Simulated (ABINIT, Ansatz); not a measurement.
**SrSi3 (Fm-3m): zone-centre phonons**

Aim: the zone-centre modes of SrSi3 (Fm-3m).

Method: DFT LDA, scalar-relativistic, plane waves, PseudoDojo norm-conserving pseudopotentials, in ABINIT 10.8.3.

Most raw output is cut from this account.

The structure was built from a prototype and need not be the compound's stable phase.

## 1. The starting structure

It takes space group Fm-3m (No. 225, cubic). Conventional cell: a = 6.792 Å, b = 6.792 Å, c = 6.792 Å, α = 90.00°, β = 90.00°, γ = 90.00°. Nearest to Sr lie 14 Si at 2.94 to 3.40 Å. Si has 8 Si at 2.94 Å and 6 Sr at 3.40 Å nearest. Si has 4 Sr at 2.94 Å and 4 Si at 2.94 Å nearest. Farther neighbours are not listed.

## 2. Relaxation

The harmonic expansion needs vanishing forces, and a free crystal bears no stress, so cell and atoms are brought to rest. Stress is more sensitive to the basis than forces are: the last 3 Ha under the cutoff are smoothed with ecutsm, and the cutoff is raised above that of the later runs.

The starting cell comes from a relaxation made beforehand in Ansatz (LDA, PseudoDojo NC).

The input, relax.abi:

```
# relaxation
ionmov 2
optcell 2
dilatmx 1.08
ntime 40
tolmxf 1.0d-05
tolvrs 1.0d-14
prtwf 0
prtden 0
chksymtnons 0

# basis, mesh and filling
ecut 35.0
ecutsm 3.0
ngkpt 8 8 8
nshiftk 1
shiftk 0.0 0.0 0.0
istwfk *1
occopt 3
tsmear 0.01
nband 18
nstep 100
diemac 1000000.0
prtebands 0
prtgsr 0
useylm 1

# cell and atoms
acell 3*1.0 Angstrom
rprim 
    -3.396156583 0.0 3.396156583
    0.0 3.396156583 3.396156583
    -3.396156583 3.396156583 0.0
ntypat 2
znucl 38 14
natom 4
typat 1 2 2 2
xred 
    0.0 0.0 0.0
    0.5 0.5 0.5
    0.75 0.75 0.75
    0.25 0.25 0.25
pp_dirpath "./pseudo"
pseudos "Sr.upf, Si.upf"
```

Command:

```bash
> OMP_NUM_THREADS=1 mpirun -n 4 abinit relax.abi > relax.log
```

The job ended after 2.5 min (4 MPI ranks of Arm Neoverse V1, shared host; 10 min of CPU time).

Step by step:

```csv
step,energy less that of the first step (eV),largest force (eV/Å),volume (Å³)
1,0.0000,0.0000,78.34
2,-0.0006,0.0000,78.50
3,-0.0019,0.0000,79.27
4,-0.0019,0.0000,79.28
```

```csv
"conventional cell, symmetrised",before,after,change
a (Å),6.792,6.819,+0.4 %
b (Å),6.792,6.819,+0.4 %
c (Å),6.792,6.819,+0.4 %
volume (Å³/atom),19.59,19.82,+1.2 %
```

Final coordinates:

```cif
data_structure
_symmetry_space_group_name_H-M 'P 1'
_symmetry_Int_Tables_number 1
_cell_length_a 4.8219
_cell_length_b 4.8219
_cell_length_c 4.8219
_cell_angle_alpha 60.000
_cell_angle_beta 60.000
_cell_angle_gamma 60.000
_cell_volume 79.28
loop_
_atom_site_label
_atom_site_type_symbol
_atom_site_fract_x
_atom_site_fract_y
_atom_site_fract_z
_atom_site_occupancy
Sr1 Sr 0.00000 0.00000 0.00000 1
Si2 Si 0.50000 0.50000 0.50000 1
Si3 Si 0.75000 0.75000 0.75000 1
Si4 Si 0.25000 0.25000 0.25000 1
```

Numbers from this step:

```
volume per atom   : 19.82 Å³
pressure          : 7.29e-5 GPa
gap on the k-mesh : 0 eV
```

The volume changes by +1.2 % from the cell with which this run began.

## 3. Self-consistent run for the response

The response is built on these wavefunctions, so the potential is converged far more tightly than an energy would need. Occupations are smeared.

The input, gs.abi:

```
# ground state
tolvrs 1.0d-16
prtden 1
prtwf 1

# basis, mesh and filling
ecut 28.0
ngkpt 8 8 8
nshiftk 1
shiftk 0.0 0.0 0.0
istwfk *1
occopt 3
tsmear 0.01
nband 18
nstep 100
diemac 1000000.0
prtebands 0
prtgsr 0
useylm 1

# cell and atoms
acell 3*1.0 Angstrom
rprim 
    -3.409601375 0.0 3.409601375
    0.0 3.409601375 3.409601375
    -3.409601375 3.409601375 0.0
ntypat 2
znucl 38 14
natom 4
typat 1 2 2 2
xred 
    0.0 0.0 0.0
    0.5 0.5 0.5
    0.75 0.75 0.75
    0.25 0.25 0.25
pp_dirpath "./pseudo"
pseudos "Sr.upf, Si.upf"
```

Command:

```bash
> OMP_NUM_THREADS=1 mpirun -n 4 abinit gs.abi > gs.log
```

Run time: 26 s. Hardware: 4 MPI ranks; 1.7 min of CPU time.

This step gave:

| Property | Result |
| --- | --- |
| pressure | -0.2096 GPa |

The cell stands at -0.21 GPa: the relaxation ran with a smoothed and higher cutoff, and the difference is a stress of the finite basis.

## 4. Zone-centre response

At q = 0 one unit cell holds all displacements. The response is solved for single atoms along the cell's directions, and symmetry skips those that follow from others. The crystal is treated as a metal, which screens a static field, so no field response is asked.

The input, dfpt_gamma.abi:

```

# common to the responses
getwfk_filepath "gso_WFK"
kptopt 2
nqpt 1
qpt 0.0 0.0 0.0
asr 0
chneut 0

# displacements
rfphon 1
rfatpol 1 4
rfdir 1 1 1
tolvrs 1.0d-10
prtwf 0

# basis, mesh and filling
ecut 28.0
ngkpt 8 8 8
nshiftk 1
shiftk 0.0 0.0 0.0
istwfk *1
occopt 3
tsmear 0.01
nband 18
nstep 100
diemac 1000000.0
prtebands 0
prtgsr 0
useylm 1

# cell and atoms
acell 3*1.0 Angstrom
rprim 
    -3.409601375 0.0 3.409601375
    0.0 3.409601375 3.409601375
    -3.409601375 3.409601375 0.0
ntypat 2
znucl 38 14
natom 4
typat 1 2 2 2
xred 
    0.0 0.0 0.0
    0.5 0.5 0.5
    0.75 0.75 0.75
    0.25 0.25 0.25
pp_dirpath "./pseudo"
pseudos "Sr.upf, Si.upf"
```

Command:

```bash
> OMP_NUM_THREADS=1 mpirun -n 4 abinit dfpt_gamma.abi > dfpt_gamma.log
```

It took 4.1 min on 4 MPI ranks; 16 min of CPU time.

Read from the output:

```
largest acoustic frequency at the zone centre before the sum rule : 3.84 cm⁻¹
highest optical zone-centre mode (no LO-TO term)                  : 219.8 cm⁻¹
lowest optical zone-centre mode                                   : 83.96 cm⁻¹
```

The acoustic modes at Γ come out as far as 3.8 cm⁻¹ from zero, where they should vanish, a small numerical error.

## 5. Zone-centre analysis

anaddb reads the merged derivatives and imposes the acoustic sum rule.

The input, anaddb.abi:

```
ddb_filepath "gamma_DDB"
output_file "anaddb.abo"
outdata_prefix "anaddb"
asr 1
chneut 1
enunit 2
eivec 1
nph1l 1
qph1l 0.0 0.0 0.0 1.0
```

The input, mrgddb.in:

```
gamma_DDB
merged
2
dfpt_gammao_DDB
gso_DDB
```

Command:

```bash
> mrgddb < mrgddb.in > mrgddb.log
> OMP_NUM_THREADS=1 anaddb anaddb.abi > anaddb.log
```

Elapsed: 0.51 s, on 1 thread.

No LO-TO term; unit eigenvectors of the mass-weighted matrix, from anaddb's displacements. Modes at Γ, with each element's share of the kinetic energy:

```csv
mode,frequency (cm⁻¹),symmetry,Sr %,Si %
1,0.0,acoustic,51,49
2,0.0,acoustic,51,49
3,0.0,acoustic,51,49
4,84.0,T1u,8,92
5,84.0,T1u,8,92
6,84.0,T1u,8,92
7,150.3,T2g,0,100
8,150.3,T2g,0,100
9,150.3,T2g,0,100
10,219.8,T1u,41,59
11,219.8,T1u,41,59
12,219.8,T1u,41,59
```

Displacements in mode 4 (84.0 cm⁻¹), the largest set to 1:
```
Sr1  0.00  0.00  0.17
Si2  0.00  0.00 -1.00
Si3  0.00  0.00  0.23
Si4  0.00  0.00  0.23
```

Displacements in mode 7 (150.3 cm⁻¹), the largest set to 1:
```
Sr1  0.00  0.00  0.00
Si2  0.00  0.00  0.00
Si3  0.00  0.00 -1.00
Si4  0.00  0.00  1.00
```

The rule moves no optical mode by more than 0.1 cm⁻¹.

## 6. A second program

A second program on the same cell, potentials, cutoff and meshes tests the implementation of the phonon response, not its convergence.

This step: DFT LDA, scalar-relativistic, plane waves, PseudoDojo norm-conserving pseudopotentials (Ansatz 0.2.0).

The input, input.yaml:

```yaml
crystal:
  lattice:
    - [-3.409601375, 0.0, 3.409601375]
    - [0.0, 3.409601375, 3.409601375]
    - [-3.409601375, 3.409601375, 0.0]
  atoms:
    - { symbol: Sr, position: [0.0, 0.0, 0.0] }
    - { symbol: Si, position: [0.5, 0.5, 0.5] }
    - { symbol: Si, position: [0.75, 0.75, 0.75] }
    - { symbol: Si, position: [0.25, 0.25, 0.25] }
kpoints:
  mp_grid: { grid: [8, 8, 8] }
hamiltonian:
  xc: lda
  pseudopotentials: { kind: nc, accuracy: standard }
scf:
  occupations: { method: fermi_dirac, width: 0.27211 }
output:
  eigenvalues: true
basis:
  ecutwfc: 761.919
phonons:
  method: dfpt
```

Command:

```bash
> ansatz run input.yaml --threads 4 --pin off --max-ram 8192MiB --backend cpu --events-out ev --progress --plain --runs-dir out
```

Run time: 19 s. Hardware: 4 threads; peak memory 0.93 GiB.

Numbers from this step:

```
sum-rule residual before enforcement : 1.59e-4 eV/Å²
```

## 7. Side by side: ABINIT PseudoDojo and Ansatz, PseudoDojo

Numbers from this step:

```yaml
root_mean_square_difference: 0.01 cm⁻¹
largest_difference: 0.02 cm⁻¹
```

Frequencies side by side, by row:

```csv
q (reciprocal lattice),mode,ABINIT PseudoDojo (cm⁻¹),"Ansatz, PseudoDojo (cm⁻¹)"
0 0 0,1,0,0
0 0 0,2,0,0
0 0 0,3,0,0
0 0 0,4,83.96,83.96
0 0 0,5,83.96,83.96
0 0 0,6,83.96,83.96
0 0 0,7,150.3,150.3
0 0 0,8,150.3,150.3
0 0 0,9,150.3,150.3
0 0 0,10,219.8,219.8
0 0 0,11,219.8,219.8
0 0 0,12,219.8,219.8
```

At the zone centre the largest difference (acoustic modes at Γ apart) is 0.009 % of the highest mode.

## 8. What came out

- space group after relaxation: Fm-3m
- volume per atom: 19.8 Å³
- highest optical zone-centre mode (no LO-TO term): 219.8 cm⁻¹
- lowest optical zone-centre mode: 84.0 cm⁻¹
- imaginary optical modes at the zone centre (no q mesh in this session): none
- largest difference from Ansatz, PseudoDojo: 0.02 cm⁻¹

At the LDA level the optical modes of SrSi3 (Fm-3m) at the zone centre run from 84 to 220 cm⁻¹. ABINIT PseudoDojo and Ansatz, PseudoDojo agree to 0.02 cm⁻¹ (0.009 % of the highest mode compared) on all solved modes but the acoustic ones at Γ, without the LO-TO term. These are harmonic frequencies: anharmonic shifts and widths and the lattice's thermal expansion are left out. The Fermi-Dirac smearing of 0.01 Ha is an electronic temperature of 3158 K, which adds a pressure of its own and can shift the volume and soft modes. In a metal the frequencies hang on the k mesh and the smearing, most of all near Kohn anomalies. Ansatz warns that the cutoff lies 18 % under the one recommended for these files; agreement at one cutoff is not convergence. The structure is a hypothetical one, built on a prototype.

[Host names and launcher messages were left out of these logs when they were recorded.]

[Logs are printed without paths, hosts, clocks, repeated set-up lines and the standing remarks that a program may print on its own settings, such as how far it seeks lower states.]

[Hosts, paths, dates, database ids (printed as entryN), source tags and the programs' standing remarks are cut or masked in the printed files.]
